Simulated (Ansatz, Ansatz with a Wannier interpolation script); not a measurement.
**MoS2 (P6_3/mmc): what limits a Wannier interpolation of GW**

Aim: vary the Wannier model and the GW settings for MoS2 (P6_3/mmc) and see what the interpolated bands lose.

Method: maximally localised Wannier functions, PBEsol, plane waves, PAW, in Ansatz 0.2.0.

The database entry behind the starting cell differs from later determinations by our own check (about 0.3 % long), so it need not match the best structure at ambient conditions.

### 1. The starting structure

Symmetry: P6_3/mmc, No. 194, hexagonal system. Conventional cell: a = 3.169 Å, b = 3.169 Å, c = 12.324 Å, α = 90.00°, β = 90.00°, γ = 120.00°. Nearest to Mo lie 6 S at 2.41 Å. Nearest to S lie 3 Mo at 2.41 Å. Farther neighbours and most contacts between anions are not listed.

Structure file:

```cif
data_structure
_symmetry_space_group_name_H-M 'P6_3/mmc'
_symmetry_Int_Tables_number 194
_cell_length_a 3.1690
_cell_length_b 3.1690
_cell_length_c 12.3240
_cell_angle_alpha 90.000
_cell_angle_beta 90.000
_cell_angle_gamma 120.000
_cell_volume 107.18
loop_
_atom_site_label
_atom_site_type_symbol
_atom_site_symmetry_multiplicity
_atom_site_Wyckoff_symbol
_atom_site_fract_x
_atom_site_fract_y
_atom_site_fract_z
_atom_site_occupancy
Mo1 Mo 2 c 0.33333 0.66667 0.25000 1
S1 S 4 f 0.33333 0.66667 0.62300 1
```

The cell and positions come from the Crystallography Open Database and are kept as given unless a step says otherwise. The default PAW set here is soft_2. Its files were made with PBE.

### 2. Wannier model on 12×12×4

Localised functions give a small Hamiltonian that interpolates between mesh points at no cost.

Contents of input.yaml:

```yaml
crystal:
  lattice:
    - [3.169, 0.0, 0.0]
    - [-1.5845, 2.7444345046, 0.0]
    - [0.0, 0.0, 12.324]
  atoms:
    - { symbol: Mo, position: [0.3333333333, 0.6666666667, 0.25] }
    - { symbol: Mo, position: [0.6666666667, 0.3333333333, 0.75] }
    - { symbol: S, position: [0.3333333333, 0.6666666667, 0.623] }
    - { symbol: S, position: [0.6666666667, 0.3333333333, 0.123] }
    - { symbol: S, position: [0.3333333333, 0.6666666667, 0.877] }
    - { symbol: S, position: [0.6666666667, 0.3333333333, 0.377] }
kpoints:
  mp_grid: { grid: [6, 6, 2] }
hamiltonian:
  xc: pbesol
scf:
  occupations: { method: fixed }
  n_extra_bands: 57
output:
  wannier:
    kmesh: [12, 12, 4]
    projections: [{ species: Mo, l: d, shell: 4 }, { species: S, l: p, shell: 3 }]
    minimise: true
    write_hr: true
    seedname: w
    conv_tol: 1.0e-07
    max_iter: 4000
    disentanglement:
      window: [3.75, 16.17]
      frozen_window: [3.75, 13.06]
      conv_tol: 1.0e-08
```

Launch:

```bash
ansatz run input.yaml --threads 2 --pin off --max-ram 92160MiB --backend cuda --events-out ev --progress --plain --runs-dir out --devices 1 --max-vram 13GiB  # rebuilt from the run's record
```

Numbers of over 12 decimals in the logs are rounded to 6 here.

The program printed:

```text
scf.n_extra_bands = 57 over 26 filled bands (N_el = 52.0): the run solves 83 bands
GPUs: using 1 of 1 available (devices: 1).
Engine: ansatz 0.2.0, x86_64-unknown-linux-gnu
Pseudopotentials: kind: paw
Pseudopotential: Mo, paw, valence charge 14, recommended cutoff 420 eV (normal), Mo.paw.azcp
Pseudopotential: S, paw, valence charge 6, recommended cutoff 420 eV (normal), S.paw.azcp
Functional definition: PBEsol
  exchange = pbesol_x
  correlation = pbesol_c
device memory: the entry about to start is reckoned to put 2.5 GiB on a device that reports 70.7 GiB free (of which the cap on the GPU budget leaves the run 13.0 GiB)
GPU FFT provider: cuFFT
GPU libraries: cuBLAS 13.8.2, cuFFT 12.4.0, cuSOLVER 12.3.4
Crystal: 6 atoms, lattice volume = 107.183 Å³
Basis set: ecut = 420 eV, 2081 PW (Γ)
Bands: 83, of which v1, the nominal top of the filled ones, is band 26 counted from 1 (25 counted from 0)
Symmetry: 24 space group operations
Space group: P63/mmc (ITA 194), of the structure as read, at distance tolerance 4.8e-5 Å
k-points: 14 of 72
Non-local potential: Mo, projectors of the file, l = 0: 3, l = 1: 2, l = 2: 2, l = 3: 1
Non-local potential: S, projectors of the file, l = 0: 2, l = 1: 2, l = 2: 2
PAW form: soft (Blöchl's): semilocal exchange-correlation on the pseudo side does not see the compensation charge
PAW frozen core: Mo, regenerated for the run's functional, and the local potential with it (the file was generated under x = pbe(κ = 0.804, μ = 0.219515), c = pbe(β = 0.066725))
PAW frozen core: S, regenerated for the run's functional, and the local potential with it (the file was generated under x = pbe(κ = 0.804, μ = 0.219515), c = pbe(β = 0.066725))
PAW one-centre angular grid: Mo, 590 points (default); XC on 64 Gauss nodes
PAW one-centre angular grid: S, 110 points (default); XC on 64 Gauss nodes
Initial density: superposition of atomic densities (neutral atoms: chi_scale 0, normalization atom), corrected by the library's trained network
Initial wavefunctions: pseudopotential atomic-orbital guess
GPU buffer pool allocated for 51840 grid points (all kernels)
GPU transforms: local potential and band sums: pruned to the plane-wave sphere, on 24×24×90
Functional: x = pbesol(κ = 0.804, μ = 0.123457), c = pbesol(β = 0.046)
SCF iter   1: F=—  HF=-13340.310935 eV  |F-HF|=—  |Δ(HF+E_count)|=         —  Δρ=6.56e-3  dr2=2.91e-2  ethr=1.77e-3  ⟨swp⟩=4.7  Hψ=4203  notcnv=0  defer=753
preconditioner: auto → Resta (q_TF=auto, 2.418 Å⁻¹)  ε∞=2.0  [insulator: Δε(μ)=0.840 eV  Ē_g=21.449 eV  n_scr=26 (ndim 8)  ℏωp=21.5 eV  f_vac=0.016  ε∞_Penn≈2.0]
SCF iter   2: F=—  HF=-13340.312430 eV  |F-HF|=—  |Δ(HF+E_count)|=   1.49e-3  Δρ=3.64e-3  dr2=1.29e-2  ethr=5.60e-5  ⟨swp⟩=1.9  Hψ=1369  notcnv=0  defer=768
SCF iter   3: F=—  HF=-13340.313835 eV  |F-HF|=—  |Δ(HF+E_count)|=   1.41e-3  Δρ=2.48e-3  dr2=9.46e-3  ethr=2.48e-5  ⟨swp⟩=2.1  Hψ=681  notcnv=0  defer=768
SCF iter   4: F=—  HF=-13340.313577 eV  |F-HF|=—  |Δ(HF+E_count)|=   2.59e-4  Δρ=4.63e-4  dr2=2.01e-4  ethr=1.82e-5  ⟨swp⟩=2.2  Hψ=629  notcnv=0  defer=768
SCF iter   5: F=—  HF=-13340.313616 eV  |F-HF|=—  |Δ(HF+E_count)|=   3.89e-5  Δρ=1.25e-4  dr2=4.41e-5  ethr=3.86e-7  ⟨swp⟩=2.0  Hψ=701  notcnv=0  defer=686
SCF iter   6: F=—  HF=-13340.313605 eV  |F-HF|=—  |Δ(HF+E_count)|=   1.05e-5  Δρ=5.33e-5  dr2=7.57e-6  ethr=8.48e-8  ⟨swp⟩=1.0  Hψ=476  notcnv=0  defer=686
SCF iter   7: F=—  HF=-13340.313605 eV  |F-HF|=—  |Δ(HF+E_count)|=   2.03e-7  Δρ=7.54e-6  dr2=1.44e-7  ethr=1.45e-8  ⟨swp⟩=2.1  Hψ=620  notcnv=0  defer=686
SCF iter   8: F=-13340.313605 eV  HF=-13340.313605 eV  |F-HF|=1.89e-8  |Δ(HF+E_count)|=   8.12e-9  Δρ=2.79e-6  dr2=2.19e-8  ethr=1.92e-10  ⟨swp⟩=12.4  Hψ=8178  notcnv=0
SCF 1 converged in 8 iterations: F = -13340.313605 eV  dr2 = 2.19e-8
[...]
device memory: the entry about to start is reckoned to put 3.0 GiB (of the 3.0 GiB reckoned in all, the device holds 0.1 GiB already) on a device that reports 67.2 GiB free (of which the cap on the GPU budget leaves the run 13.0 GiB)
NSCF: frozen V_eff on 14 k-points
[...]
device memory: the entry about to start is reckoned to put 2.3 GiB on a device that reports 67.6 GiB free (of which the cap on the GPU budget leaves the run 13.0 GiB)
NSCF: frozen V_eff on 61 k-points
the Wannier pass solved 61 of the 576 points of its mesh, and has the states at the others by symmetry: states obtained by the crystal's operations at points that were solved too leave a residual of 2.82e-13 eV (read by the count's bands and the next), within 6.67e-6 eV
SCF converged after 8 iterations
Free energy (F): -13340.313605 eV
Harris-Foulkes:  -13340.313605 eV  (|F-HF|=1.89e-8)
Internal energy: -13340.313605 eV  (E = F + TS)
E sigma→0 (E₀):  -13340.313605 eV
Fermi energy:    10.814653 eV
--- Per-component energies (eV) ---
  E_band       = -316.080272
  E_kinetic    = 1309.845209
  E_local      = -3925.050577  (includes V_loc(G=0)·N_el)
  E_nonlocal   = 402.659451
  E_hartree    = 1506.793377
  E_xc         = -750.416952
  E_vxc        = -807.936274  (∫ρ·V_xc dr)
  E_paw        = -8623.594137  (= ΣΔE_a)
  E_vpaw       = -309.194407  (= ΣTr[D̂ρ^β])
  E_aug_tail   = 0.000074  (compensation charges beyond the density's cutoff)
  E_ewald      = -3261.216446
  E_core_change = 0.666396  (= ΣΔE_core)
  E_smearing   = -0.000000  (= −TS)
  E_closure    = -0.000000  (closes the sum)
  Σ components = -13340.313605   (vs F -13340.313605, Δ=0.00e0)
--- Band table (eV; the first three rows and the last of 14) ---
  k-point 0: bands = [... 22 lower, 8.6788, 9.6282, 9.6418, 10.8147, 12.9067, 12.9067, 12.9343, 12.9343, ... 53 higher]
  k-point 1: bands = [... 22 lower, 8.6554, 8.6554, 10.5457, 10.5457, 12.9122, 12.9122, 12.9122, 12.9122, ... 53 higher]
  k-point 2: bands = [... 22 lower, 8.7477, 9.5986, 9.6662, 10.0339, 12.2806, 12.6458, 12.6679, 12.8682, ... 53 higher]
  k-point 13: bands = [... 22 lower, 7.9496, 7.9496, 10.1009, 10.1009, 11.8482, 11.8482, 13.0669, 13.0669, ... 53 higher]
Wannier search: line search 1 of at most 4000: gauge-dependent spread (as the search counts it) 2.3113658 Å², largest recent change 6.8e-1 Å² and fall left 1.7e-4 Å² against conv_tol 1.0e-7 Å², 0 stops escaped
```

It took 17 s on 1 × NVIDIA H100 80GB HBM3 (shared by 6 runs) with 2 threads of AMD EPYC 7R13 (Zen 3), shared host; peak memory 1.5 GiB; 21 s of CPU time.

This step gave:

```
gauge-invariant spread     : 36.55 Å²
diagonal spread            : 0.05395 Å²
off-diagonal spread        : 2.227 Å²
total spread               : 38.84 Å²
least projectability       : 0.4971
localisation steps         : 37
disentanglement steps      : 4
r.m.s. interpolation error : 2.09e-4 eV
r.m.s. error near the gap  : 2.45e-4 eV
```

Near the gap the model misses directly solved bands by 0.2 meV r.m.s. and by 3 meV at most in the window tested. This tests the starting bands, not the corrections carried with them.

### 3. Wannier model on 6×6×2

input.yaml, as its differences from that of step 2:

```diff
@@ -21,3 +21,3 @@
   wannier:
-    kmesh: [12, 12, 4]
+    kmesh: [6, 6, 2]
     projections: [{ species: Mo, l: d, shell: 4 }, { species: S, l: p, shell: 3 }]
```

The program printed:

```text
[...]
GPUs: using 1 of 1 available (devices: 1).
[...]
GPU FFT provider: cuFFT
GPU libraries: cuBLAS 13.8.2, cuFFT 12.4.0, cuSOLVER 12.3.4
Crystal: 6 atoms, lattice volume = 107.183 Å³
Basis set: ecut = 420 eV, 2081 PW (Γ)
Bands: 83, of which v1, the nominal top of the filled ones, is band 26 counted from 1 (25 counted from 0)
Symmetry: 24 space group operations
[...]
k-points: 14 of 72
[...]
GPU buffer pool allocated for 51840 grid points (all kernels)
[...]
SCF iter   1: F=—  HF=-13340.310935 eV  |F-HF|=—  |Δ(HF+E_count)|=         —  Δρ=6.56e-3  dr2=2.91e-2  ethr=1.77e-3  ⟨swp⟩=4.7  Hψ=4203  notcnv=0  defer=753
[...]
SCF iter   8: F=-13340.313605 eV  HF=-13340.313605 eV  |F-HF|=1.89e-8  |Δ(HF+E_count)|=   8.12e-9  Δρ=2.79e-6  dr2=2.19e-8  ethr=1.92e-10  ⟨swp⟩=12.4  Hψ=8178  notcnv=0
SCF 1 converged in 8 iterations: F = -13340.313605 eV  dr2 = 2.19e-8
[...]
NSCF: frozen V_eff on 14 k-points
[...]
SCF converged after 8 iterations
Free energy (F): -13340.313605 eV
[...]
Internal energy: -13340.313605 eV  (E = F + TS)
E sigma→0 (E₀):  -13340.313605 eV
Fermi energy:    10.814653 eV
[...]
--- Band table (eV; the first three rows and the last of 14) ---
  k-point 0: bands = [... 22 lower, 8.6788, 9.6282, 9.6418, 10.8147, 12.9067, 12.9067, 12.9343, 12.9343, ... 53 higher]
  k-point 1: bands = [... 22 lower, 8.6554, 8.6554, 10.5457, 10.5457, 12.9122, 12.9122, 12.9122, 12.9122, ... 53 higher]
  k-point 2: bands = [... 22 lower, 8.7477, 9.5986, 9.6662, 10.0339, 12.2806, 12.6458, 12.6679, 12.8682, ... 53 higher]
  k-point 13: bands = [... 22 lower, 7.9496, 7.9496, 10.1009, 10.1009, 11.8482, 11.8482, 13.0669, 13.0669, ... 53 higher]
[...]
WARN: <dir> 168 periodic images of 168 elements of H(R) lie 4.88e-4 to 1.95e-3 Å beyond their element's nearest image, near the 9.77e-4 Å window within which an element is shared among its images; whether they share it moves the interpolated H(k) by 9.8e-3 eV (Frobenius norm, root mean square over the Brillouin zone); at the model's own mesh points H(k) does not change
```

The job ended after 7.4 s (1 × NVIDIA H100 80GB HBM3 (shared by 6 runs) with 2 threads; peak memory 1 GiB).

Numbers from this step:

- gauge-invariant spread: 34.31 Å²
- diagonal spread: 0.04694 Å²
- off-diagonal spread: 2.326 Å²
- total spread: 36.69 Å²
- least projectability: 0.5019
- localisation steps: 57
- disentanglement steps: 3
- r.m.s. interpolation error: 0.004306 eV
- r.m.s. error near the gap: 0.005652 eV

Near the gap the model misses directly solved bands by 5.7 meV r.m.s. and by 38 meV at most in the window tested. This tests the starting bands, not the corrections carried with them.

Frozen up to 2.24 eV; above it the model need not follow the bands. The electronic bands at the labelled points (eV, zero at the valence-band top; v1 is the highest filled band, c1 the lowest empty one):

| point | v4 | v3 | v2 | v1 | c1 | c2 | c3 | c4 |
| --- | --- | --- | --- | --- | --- | --- | --- | --- |
| Γ | -2.14 | -1.19 | -1.17 | 0.00 | 2.09 | 2.09 | 2.12 | 2.12 |
| halfway | -2.32 | -1.60 | -1.52 | -1.38 | 1.14 | 1.59 | 1.80 | 2.03 |
| M | -1.73 | -1.52 | -1.43 | -1.30 | 1.59 | 1.64 | 1.98 | 2.25 |
| halfway | -2.78 | -2.34 | -1.10 | -0.92 | 1.43 | 1.54 | 2.26 | 2.38 |
| K | -2.69 | -2.69 | -0.79 | -0.62 | 1.03 | 1.03 | 1.78 | 2.82 |
| halfway | -1.80 | -1.58 | -1.50 | -1.48 | 0.84 | 1.61 | 1.70 | 1.76 |
| Γ | -2.14 | -1.19 | -1.17 | 0.00 | 2.09 | 2.09 | 2.12 | 2.12 |
| halfway | -2.14 | -1.86 | -0.64 | -0.06 | 2.09 | 2.09 | 2.11 | 2.11 |
| A | -2.16 | -2.16 | -0.27 | -0.27 | 2.10 | 2.10 | 2.10 | 2.10 |
| halfway | -2.06 | -2.06 | -1.40 | -1.40 | 1.51 | 1.51 | 1.68 | 1.68 |
| L | -1.62 | -1.62 | -1.36 | -1.36 | 1.61 | 1.61 | 2.13 | 2.13 |
| halfway | -2.60 | -2.60 | -1.00 | -1.00 | 1.49 | 1.49 | 2.29 | 2.29 |
| H | -2.87 | -2.87 | -0.71 | -0.71 | 1.03 | 1.03 | 2.25 | 2.25 |
| halfway | -1.75 | -1.75 | -1.48 | -1.48 | 1.19 | 1.19 | 1.80 | 1.80 |
| A | -2.16 | -2.16 | -0.27 | -0.27 | 2.10 | 2.10 | 2.10 | 2.10 |
| jump to L | -1.62 | -1.62 | -1.36 | -1.36 | 1.61 | 1.61 | 2.13 | 2.13 |
| halfway | -1.70 | -1.55 | -1.41 | -1.32 | 1.60 | 1.63 | 2.02 | 2.22 |
| M | -1.73 | -1.52 | -1.43 | -1.30 | 1.59 | 1.64 | 1.98 | 2.25 |
| jump to H | -2.87 | -2.87 | -0.71 | -0.71 | 1.03 | 1.03 | 2.25 | 2.25 |
| halfway | -2.76 | -2.76 | -0.77 | -0.65 | 1.03 | 1.03 | 1.90 | 2.66 |
| K | -2.69 | -2.69 | -0.79 | -0.62 | 1.03 | 1.03 | 1.78 | 2.82 |

The same for Kohn-Sham, solved directly:

| point | v4 | v3 | v2 | v1 | c1 | c2 | c3 | c4 |
| --- | --- | --- | --- | --- | --- | --- | --- | --- |
| Γ | -2.14 | -1.19 | -1.17 | 0.00 | 2.09 | 2.09 | 2.12 | 2.12 |
| M | -1.73 | -1.52 | -1.43 | -1.30 | 1.59 | 1.64 | 1.98 | 2.25 |
| K | -2.69 | -2.69 | -0.79 | -0.62 | 1.03 | 1.03 | 1.78 | 2.82 |
| Γ | -2.14 | -1.19 | -1.17 | 0.00 | 2.09 | 2.09 | 2.12 | 2.12 |
| A | -2.16 | -2.16 | -0.27 | -0.27 | 2.10 | 2.10 | 2.10 | 2.10 |
| L | -1.62 | -1.62 | -1.36 | -1.36 | 1.61 | 1.61 | 2.13 | 2.13 |
| H | -2.87 | -2.87 | -0.71 | -0.71 | 1.03 | 1.03 | 2.25 | 2.25 |
| A | -2.16 | -2.16 | -0.27 | -0.27 | 2.10 | 2.10 | 2.10 | 2.10 |
| L | -1.62 | -1.62 | -1.36 | -1.36 | 1.61 | 1.61 | 2.13 | 2.13 |
| M | -1.73 | -1.52 | -1.43 | -1.30 | 1.59 | 1.64 | 1.98 | 2.25 |
| H | -2.87 | -2.87 | -0.71 | -0.71 | 1.03 | 1.03 | 2.25 | 2.25 |
| K | -2.69 | -2.69 | -0.79 | -0.62 | 1.03 | 1.03 | 1.78 | 2.82 |

### 4. A faulty Wannier input

input.yaml, as its differences from that of step 3:

```diff
@@ -22,3 +22,3 @@
     kmesh: [6, 6, 2]
-    projections: [{ species: Mo, l: d, shell: 4 }, { species: S, l: p, shell: 3 }]
+    projections: [{ species: S, l: p, shell: 3 }]
     minimise: true
```

The program printed:

```text
scf.n_extra_bands = 57 over 26 filled bands (N_el = 52.0): the run solves 83 bands
GPUs: using 1 of 1 available (devices: 1).
Engine: ansatz 0.2.0, x86_64-unknown-linux-gnu
Pseudopotentials: kind: paw
Pseudopotential: Mo, paw, valence charge 14, recommended cutoff 420 eV (normal), Mo.paw.azcp
Pseudopotential: S, paw, valence charge 6, recommended cutoff 420 eV (normal), S.paw.azcp
Functional definition: PBEsol
  exchange = pbesol_x
  correlation = pbesol_c
device memory: the entry about to start is reckoned to put 2.5 GiB on a device that reports 61.3 GiB free (of which the cap on the GPU budget leaves the run 13.0 GiB)
GPU FFT provider: cuFFT
GPU libraries: cuBLAS 13.8.2, cuFFT 12.4.0, cuSOLVER 12.3.4
Crystal: 6 atoms, lattice volume = 107.183 Å³
Basis set: ecut = 420 eV, 2081 PW (Γ)
Bands: 83, of which v1, the nominal top of the filled ones, is band 26 counted from 1 (25 counted from 0)
Symmetry: 24 space group operations
Space group: P63/mmc (ITA 194), of the structure as read, at distance tolerance 4.8e-5 Å
k-points: 14 of 72
Non-local potential: Mo, projectors of the file, l = 0: 3, l = 1: 2, l = 2: 2, l = 3: 1
Non-local potential: S, projectors of the file, l = 0: 2, l = 1: 2, l = 2: 2
PAW form: soft (Blöchl's): semilocal exchange-correlation on the pseudo side does not see the compensation charge
PAW frozen core: Mo, regenerated for the run's functional, and the local potential with it (the file was generated under x = pbe(κ = 0.804, μ = 0.219515), c = pbe(β = 0.066725))
[...]
NSCF: frozen V_eff on 18 k-points
the Wannier pass solved 18 of the 72 points of its mesh, and has the states at the others by symmetry: states obtained by the crystal's operations at points that were solved too leave a residual of 3.25e-13 eV (read by the count's bands and the next), within 8.33e-6 eV
SCF converged after 8 iterations
Free energy (F): -13340.313605 eV
Harris-Foulkes:  -13340.313605 eV  (|F-HF|=1.89e-8)
Internal energy: -13340.313605 eV  (E = F + TS)
E sigma→0 (E₀):  -13340.313605 eV
Fermi energy:    10.814653 eV
--- Per-component energies (eV) ---
  E_band       = -316.080272
  E_kinetic    = 1309.845209
  E_local      = -3925.050577  (includes V_loc(G=0)·N_el)
  E_nonlocal   = 402.659451
  E_hartree    = 1506.793377
  E_xc         = -750.416952
  E_vxc        = -807.936274  (∫ρ·V_xc dr)
  E_paw        = -8623.594137  (= ΣΔE_a)
  E_vpaw       = -309.194407  (= ΣTr[D̂ρ^β])
  E_aug_tail   = 0.000074  (compensation charges beyond the density's cutoff)
  E_ewald      = -3261.216446
  E_core_change = 0.666396  (= ΣΔE_core)
  E_smearing   = -0.000000  (= −TS)
  E_closure    = -0.000000  (closes the sum)
  Σ components = -13340.313605   (vs F -13340.313605, Δ=0.00e0)
--- Band table (eV; the first three rows and the last of 14) ---
  k-point 0: bands = [... 22 lower, 8.6788, 9.6282, 9.6418, 10.8147, 12.9067, 12.9067, 12.9343, 12.9343, ... 53 higher]
  k-point 1: bands = [... 22 lower, 8.6554, 8.6554, 10.5457, 10.5457, 12.9122, 12.9122, 12.9122, 12.9122, ... 53 higher]
  k-point 2: bands = [... 22 lower, 8.7477, 9.5986, 9.6662, 10.0339, 12.2806, 12.6458, 12.6679, 12.8682, ... 53 higher]
  k-point 13: bands = [... 22 lower, 7.9496, 7.9496, 10.1009, 10.1009, 11.8482, 11.8482, 13.0669, 13.0669, ... 53 higher]
WARN: one of the run's output files is refused, and neither it nor the files that depend on it are written in full: <dir> frozen window holds 18 > num_wann = 12 bands at ik = 0 (ik counts from 0, the k-points of the .win, .mmn and .eig files from 1)
```

Wall time 4 s (1 × NVIDIA H100 80GB HBM3 (shared by 6 runs) with 2 threads); peak memory 0.97 GiB.

The run ended with an error after its SCF cycle had converged; no result of it is taken.

The fault put into this input: trial orbitals that do not span the target bands.

(Continued in part 2 of 2.)

[Paths, hosts, dates, memory and timing lines, banners, echoed tables and standing remarks are left out of the program output.]

[Logs are printed without paths, hosts, clocks, repeated set-up lines and the standing remarks that a program may print on its own settings, such as how far it seeks lower states.]

[Runs of the session that timed out or met a known fault of the program may be left out.]

[Hosts, paths, dates, database ids (printed as entryN), source tags and the programs' standing remarks are cut or masked in the printed files.]
